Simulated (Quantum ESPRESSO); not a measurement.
# NiWO4: which magnetic order is lowest, part 2 of 2

Wanted: the moments of NiWO4 and the energy of each order that was tried.

Quantum ESPRESSO 7.5; LDA with U = 6 eV on Ni d (ortho-atomic projectors); plane waves with GBRV 1.5 LDA potentials, no spin-orbit coupling.

So far, absolute magnetization (μB): step 2 (run 1 (ferro ++)) 4.06.

## 3. Start 2: antiferro +−

pw.in

```
&CONTROL
  calculation = 'scf'
  prefix = 'pwscf'
  outdir = './tmp'
  pseudo_dir = './pseudo'
  disk_io = 'nowf'
/
&SYSTEM
  ibrav = 0
  celldm(1) = 8
  nat = 12
  ntyp = 4
  ecutwfc = 40
  ecutrho = 280
  nbnd = 72
  occupations = 'smearing'
  smearing = 'fd'
  degauss = 0.00367493
  nspin = 2
  starting_magnetization(1) = 0.1111
  starting_magnetization(2) = -0.1111
  starting_magnetization(3) = 0
  starting_magnetization(4) = 0
/
&ELECTRONS
  conv_thr = 2.4d-08
  electron_maxstep = 150
  mixing_beta = 0.3
/
ATOMIC_SPECIES
Ni1    58.6934 ni_lda_v1.4.uspp.F.UPF
Ni2    58.6934 ni_lda_v1.4.uspp.F.UPF
W     183.8400 w_lda_v1.2.uspp.F.UPF
O      15.9990 o_lda_v1.2.uspp.F.UPF
CELL_PARAMETERS alat
   1.0864035490474    0.0000000000000    0.0000000000000
   0.0000000000000    1.3371229626321    0.0000000000000
  -0.0006068842221    0.0000000000000    1.1590633596605
ATOMIC_POSITIONS crystal
Ni1     0.5000000000    0.6616000000    0.2500000000
Ni2     0.5000000000    0.3384000000    0.7500000000
W       0.0000000000    0.1786000000    0.2500000000
W       0.0000000000    0.8214000000    0.7500000000
O       0.2241000000    0.1105000000    0.9204000000
O       0.7759000000    0.1105000000    0.5796000000
O       0.7759000000    0.8895000000    0.0796000000
O       0.2241000000    0.8895000000    0.4204000000
O       0.2644000000    0.3772000000    0.3953000000
O       0.7356000000    0.3772000000    0.1047000000
O       0.7356000000    0.6228000000    0.6047000000
O       0.2644000000    0.6228000000    0.8953000000
K_POINTS automatic
4 4 4 0 0 0
HUBBARD {ortho-atomic}
U Ni1-3d 6.0000
U Ni2-3d 6.0000
```

Run with:

```sh
> OMP_NUM_THREADS=1 mpirun -n 4 pw.x -nk 4 -in pw.in > pw.out
```

The log of the run:

```text
[banner, memory and clock lines left out]
Program PWSCF v.7.5 starts

     Message from routine setup:
     using ibrav=0 with symmetry is DISCOURAGED, use correct ibrav instead

     bravais-lattice index     =            0
     lattice parameter (alat)  =       8.0000  a.u.
     unit-cell volume          =     862.0643 (a.u.)^3
     number of atoms/cell      =           12
     number of atomic types    =            4
     number of electrons       =       112.00
     number of Kohn-Sham states=           72
     kinetic-energy cutoff     =      40.0000  Ry
     charge density cutoff     =     280.0000  Ry
     scf convergence threshold =      2.4E-08
     mixing beta               =       0.3000
     number of iterations used =            8  plain     mixing
     Exchange-correlation= SLA  PZ   NOGX NOGC
                           (   1   1   0   0   0   0   0)
     Hubbard projectors: ortho-atomic
     Hubbard parameters of DFT+U (Dudarev formulation) in eV:
     U(Ni1-3d) =  6.0000
     U(Ni2-3d) =  6.0000

     Internal variables: lda_plus_u =T, lda_plus_u_kind = 0

     Internal variables: orbital_resolved =F, hub_pot_fix =F, apply_U = F

     celldm(1)=   8.000000  celldm(2)=   0.000000  celldm(3)=   0.000000
     celldm(4)=   0.000000  celldm(5)=   0.000000  celldm(6)=   0.000000

     crystal axes: (cart. coord. in units of alat)
               a(1) = (   1.086404   0.000000   0.000000 )
               a(2) = (   0.000000   1.337123   0.000000 )
               a(3) = (  -0.000607   0.000000   1.159063 )

     reciprocal axes: (cart. coord. in units 2 pi/alat)
               b(1) = (  0.920468 -0.000000  0.000482 )
               b(2) = (  0.000000  0.747874 -0.000000 )
               b(3) = (  0.000000  0.000000  0.862766 )

     PseudoPot. # 1 for Ni read from file:
     ni_lda_v1.4.uspp.F.UPF
     Pseudo is Ultrasoft + core correction, Zval = 18.0

     PseudoPot. # 2 for Ni read from file:
     ni_lda_v1.4.uspp.F.UPF
     Pseudo is Ultrasoft + core correction, Zval = 18.0

     PseudoPot. # 3 for W  read from file:
     w_lda_v1.2.uspp.F.UPF
     Pseudo is Ultrasoft + core correction, Zval = 14.0

     PseudoPot. # 4 for O  read from file:
     o_lda_v1.2.uspp.F.UPF
     Pseudo is Ultrasoft + core correction, Zval =  6.0

     atomic species   valence    mass     pseudopotential
     Ni1              18.00    58.69340     Ni( 1.00)
     Ni2              18.00    58.69340     Ni( 1.00)
     W                14.00   183.84000     W ( 1.00)
     O                 6.00    15.99900     O ( 1.00)

     Starting magnetic structure
     atomic species   magnetization
     Ni1             0.111
     Ni2            -0.111
     W               0.000
     O               0.000

      2 Sym. Ops. (no inversion) found ( 1 have fractional translation)

   Cartesian axes

     site n.     atom                  positions (alat units)
         1        Ni1    tau(   1) = (   0.5430501   0.8846406   0.2897658  )
         2        Ni2    tau(   2) = (   0.5427466   0.4524824   0.8692975  )
         3        W      tau(   3) = (  -0.0001517   0.2388102   0.2897658  )
         4        W      tau(   4) = (  -0.0004552   1.0983128   0.8692975  )
         5        O      tau(   5) = (   0.2429045   0.1477521   1.0668019  )
         6        O      tau(   6) = (   0.8425888   0.1477521   0.6717931  )
         7        O      tau(   7) = (   0.8428922   1.1893709   0.0922614  )
         8        O      tau(   8) = (   0.2432079   1.1893709   0.4872702  )
         9        O      tau(   9) = (   0.2870052   0.5043628   0.4581777  )
        10        O      tau(  10) = (   0.7990949   0.5043628   0.1213539  )
        11        O      tau(  11) = (   0.7987915   0.8327602   0.7008856  )
        12        O      tau(  12) = (   0.2867018   0.8327602   1.0377094  )

     number of k points=    30  Fermi-Dirac smearing, width (Ry)=  0.0037
                       cart. coord. in units 2pi/alat
        k(    1) = (   0.0000000   0.0000000   0.0000000), wk =   0.0156250
        k(    2) = (   0.0000000   0.0000000   0.2156914), wk =   0.0312500
        k(    3) = (   0.0000000   0.0000000  -0.4313828), wk =   0.0156250
        k(    4) = (   0.0000000   0.1869686   0.0000000), wk =   0.0312500
        k(    5) = (   0.0000000   0.1869686   0.2156914), wk =   0.0625000
        [... 25 further k-points ...]

     Dense  grid:    68251 G-vectors     FFT dimensions: (  48,  60,  50)

     Smooth grid:    29549 G-vectors     FFT dimensions: (  36,  45,  40)

     Check: negative core charge=   -0.000006
     Generating pointlists ...
     new r_m :   0.1943 (alat units)  1.5541 (a.u.) for type    1
     new r_m :   0.1943 (alat units)  1.5541 (a.u.) for type    2
     new r_m :   0.1757 (alat units)  1.4053 (a.u.) for type    3
     new r_m :   0.1757 (alat units)  1.4053 (a.u.) for type    4

     Initial potential from superposition of free atoms

     starting charge     107.7994, renormalised to     112.0000

     negative rho (up, down):  6.291E-02 6.291E-02

     STARTING HUBBARD OCCUPATIONS:

     =================== HUBBARD OCCUPATIONS ===================
     ------------------------ ATOM    1 ------------------------
     Tr[ns(  1)] (up, down, total) =   5.00000  3.00000  8.00000
     Atomic magnetic moment for atom   1 =   2.00000
     [... lines left out ...]
     ------------------------ ATOM    2 ------------------------
     Tr[ns(  2)] (up, down, total) =   3.00000  5.00000  8.00000
     Atomic magnetic moment for atom   2 =  -2.00000
     [... lines left out ...]
     Number of occupied Hubbard levels =   16.0000

     Atomic wfc used for Hubbard projectors are orthogonalized

     Starting wfcs are   84 randomized atomic wfcs

     Self-consistent Calculation

     iteration #  1     ecut=    40.00 Ry     beta= 0.30
     Davidson diagonalization with overlap
     ethr =  1.00E-02,  avg # of iterations =  3.2

     =================== HUBBARD OCCUPATIONS ===================
     ------------------------ ATOM    1 ------------------------
     Tr[ns(  1)] (up, down, total) =   4.84548  2.96574  7.81122
     Atomic magnetic moment for atom   1 =   1.87975
     [... lines left out ...]
     ------------------------ ATOM    2 ------------------------
     Tr[ns(  2)] (up, down, total) =   2.96629  4.84537  7.81166
     Atomic magnetic moment for atom   2 =  -1.87909
     [... lines left out ...]
     Number of occupied Hubbard levels =   15.6229

     negative rho (up, down):  6.119E-02 6.119E-02

     total energy              =   -1261.42623620 Ry
     estimated scf accuracy    <      10.91459598 Ry

     total magnetization       =     0.00 Bohr mag/cell
     absolute magnetization    =     4.15 Bohr mag/cell

     iteration #  2     ecut=    40.00 Ry     beta= 0.30
     Davidson diagonalization with overlap
     ethr =  9.75E-03,  avg # of iterations =  2.0

     negative rho (up, down):  6.152E-02 6.152E-02

     total energy              =   -1263.18726218 Ry
     estimated scf accuracy    <       0.45084603 Ry

     total magnetization       =    -0.00 Bohr mag/cell
     absolute magnetization    =     3.78 Bohr mag/cell

     [... further iterations left out ...]

     iteration # 17     ecut=    40.00 Ry     beta= 0.30
     Davidson diagonalization with overlap
     ethr =  3.66E-11,  avg # of iterations =  1.0

     negative rho (up, down):  6.170E-02 6.170E-02

     total energy              =   -1263.22731206 Ry
     estimated scf accuracy    <       0.00000003 Ry

     total magnetization       =     0.00 Bohr mag/cell
     absolute magnetization    =     3.82 Bohr mag/cell

     iteration # 18     ecut=    40.00 Ry     beta= 0.30
     Davidson diagonalization with overlap
     ethr =  2.30E-11,  avg # of iterations =  1.1

     negative rho (up, down):  6.170E-02 6.170E-02

     Magnetic moment per site  (integrated on atomic sphere of radius R)
     atom   1 (R=0.194)  charge= 15.3777  magn=  1.6683
     atom   2 (R=0.194)  charge= 15.3777  magn= -1.6683
     atom   3 (R=0.176)  charge=  7.7712  magn= -0.0023
     atom   4 (R=0.176)  charge=  7.7711  magn=  0.0023
     atom   5 (R=0.176)  charge=  5.0010  magn= -0.0201
     atom   6 (R=0.176)  charge=  5.0010  magn= -0.0201
     atom   7 (R=0.176)  charge=  5.0010  magn=  0.0201
     atom   8 (R=0.176)  charge=  5.0010  magn=  0.0201
     atom   9 (R=0.176)  charge=  5.0116  magn= -0.0030
     atom  10 (R=0.176)  charge=  5.0116  magn= -0.0030
     atom  11 (R=0.176)  charge=  5.0116  magn=  0.0030
     atom  12 (R=0.176)  charge=  5.0116  magn=  0.0030

     End of self-consistent calculation

     =================== HUBBARD OCCUPATIONS ===================
     ------------------------ ATOM    1 ------------------------
     Tr[ns(  1)] (up, down, total) =   4.95654  3.24737  8.20391
     Atomic magnetic moment for atom   1 =   1.70918
     [... lines left out ...]
     ------------------------ ATOM    2 ------------------------
     Tr[ns(  2)] (up, down, total) =   3.24737  4.95654  8.20391
     Atomic magnetic moment for atom   2 =  -1.70918
     [... lines left out ...]
     Number of occupied Hubbard levels =   16.4078

     [... lines left out ...]
     the Fermi energy is    10.9152 ev

!    total energy              =   -1263.22731213 Ry
     estimated scf accuracy    <       0.00000001 Ry
     smearing contrib. (-TS)   =      -0.00000000 Ry
     internal energy E=F+TS    =   -1263.22731213 Ry

     The total energy is F=E-TS. E is the sum of the following terms:
     one-electron contribution =    -673.01461336 Ry
     hartree contribution      =     393.15022622 Ry
     xc contribution           =    -209.20885313 Ry
     ewald contribution        =    -774.29432227 Ry
     Hubbard energy            =       0.14025041 Ry

     total magnetization       =     0.00 Bohr mag/cell
     absolute magnetization    =     3.82 Bohr mag/cell

     convergence has been achieved in  18 iterations
```

Elapsed: 1.8 min, on 4 MPI ranks of Intel Xeon Platinum 8488C (Sapphire Rapids), shared host; peak memory 1.3 GiB; 7.4 min of CPU time.

Spin moment in the atom's sphere by atom:

```csv
atom,spin moment in the atom's sphere (μB)
Ni1,1.67
Ni2,-1.67
W3,0.00
W4,0.00
O5,-0.02
O6,-0.02
O7,0.02
O8,0.02
O9,0.00
O10,0.00
O11,0.00
O12,0.00
```

This step gave:

```yaml
smearing_term_ts: 3.83e-12 eV
magnetization: 0 μB
absolute_magnetization: 3.817 μB
final_state: antiferromagnetic
```

Spin density in the ab plane at fractional z = 0.250, with atoms of Ni and W within 0.2 Å of it.

Ten even steps from '_' (0.0 e/Å³) to '@' (4.9 e/Å³), each cell a mean:
```
____________________________
____________________________
____________________________
____________________________
____________--++::__________
____________++@@::__________
____________--==::__________
____________________________
____________________________
____________________________
____________________________
____________________________
____________________________
____________________________
____________________________
____________________________
____________________________
```
Columns run along a (4.6 Å), rows up along b (5.7 Å). Atoms in or near the plane, at fractional coordinates: Ni at (0.50, 0.66), W at (0.00, 0.18).

Valence density in the ab plane at fractional z = 0.250, with atoms of Ni and W within 0.2 Å of it. It is the smooth field of the valence electrons, not physical close to the nuclei.

Values in e/Å³, 17 rows by 14 columns, each cell a mean:
```
 0  0  0  0  0  0  0  0  0  0  0  0  0  0
 0  0  1  1  0  0  0  0  0  0  1  1  0  0
 0  0  0  0  0  0  0  0  0  0  0  0  0  0
 0  0  0  0  0  1  2  3  1  0  0  0  0  0
 0  0  0  0  0  3 15 23  8  1  0  0  0  0
 0  0  0  0  1  5 28 38 17  2  0  0  0  0
 0  0  0  0  0  3 14 21  8  1  0  0  0  0
 0  0  0  0  0  1  2  3  1  0  0  0  0  0
 0  0  0  0  0  0  0  0  0  0  0  0  0  0
 0  0  1  1  1  0  0  0  0  1  1  1  0  0
 1  1  1  1  1  1  0  0  0  1  1  1  1  1
 2  2  1  1  1  0  0  0  0  1  1  1  1  2
 5  4  2  1  0  0  0  0  0  0  0  1  3  5
-1  5  3  0  0  0  0  0  0  0  0  1  4  3
 3  5  2  0  0  0  0  0  0  0  0  1  3  5
 4  3  1  0  0  0  0  0  0  0  0  0  1  3
 1  1  0  0  0  0  0  0  0  0  0  0  0  1
```
Columns run along a (4.6 Å), rows up along b (5.7 Å). Atoms in or near the plane, at fractional coordinates: Ni at (0.50, 0.66), W at (0.00, 0.18).

## 4. Ranking

An order is kept where moments of 0.15 μB or more survive with the typed signs; meshes match where a doubled cell samples the same k points as the first cell.

Orders:

| start | final state | typed order kept | energy over the lowest (meV a seeded atom) | largest site moment (μB) | net moment (μB a cell of the first run) | mesh matched | CPU time (s) |
| --- | --- | --- | --- | --- | --- | --- | --- |
| ferro ++ | ferromagnetic | yes | 5.297 | 1.673 | 4 | yes | 419.1 |
| antiferro +- | antiferromagnetic | yes | 0 | 1.668 | 0 | yes | 442.4 |

## 5. Occupations of the corrected shells in the lowest state

Occupations of the Hubbard shells:

| block | type | shell | spin | electrons | occupation numbers |
| --- | --- | --- | --- | --- | --- |
| 1 | Ni1 | 3d | up | 4.957 | 0.986 0.988 0.994 0.994 0.994 |
| 1 | Ni1 | 3d | down | 3.247 | 0.135 0.146 0.988 0.988 0.990 |
| 2 | Ni2 | 3d | up | 3.247 | 0.135 0.146 0.988 0.988 0.990 |
| 2 | Ni2 | 3d | down | 4.957 | 0.986 0.988 0.994 0.994 0.994 |

## 6. Outcome

```yaml
lowest_state_found: antiferromagnetic (from antiferro +-)
largest_site_moment: 1.67 μB
next_state_with_moments: ferromagnetic, 5.30 meV a seeded atom higher
```

In words: This is the lowest of 2 collinear or spinless starts, no proof of the ground state.

[Logs and program files are shortened in this print: banners, set-up blocks, solver, clock and traceback lines can be left out without a mark of their own.]

[Logs are printed without paths, hosts, clocks, repeated set-up lines and the standing remarks that a program may print on its own settings, such as how far it seeks lower states.]

[Hosts, paths, dates, database ids (printed as entryN), source tags and the programs' standing remarks are cut or masked in the printed files.]

[Where a cell is said to come from a database of computed structures, the database is the Materials Project.]
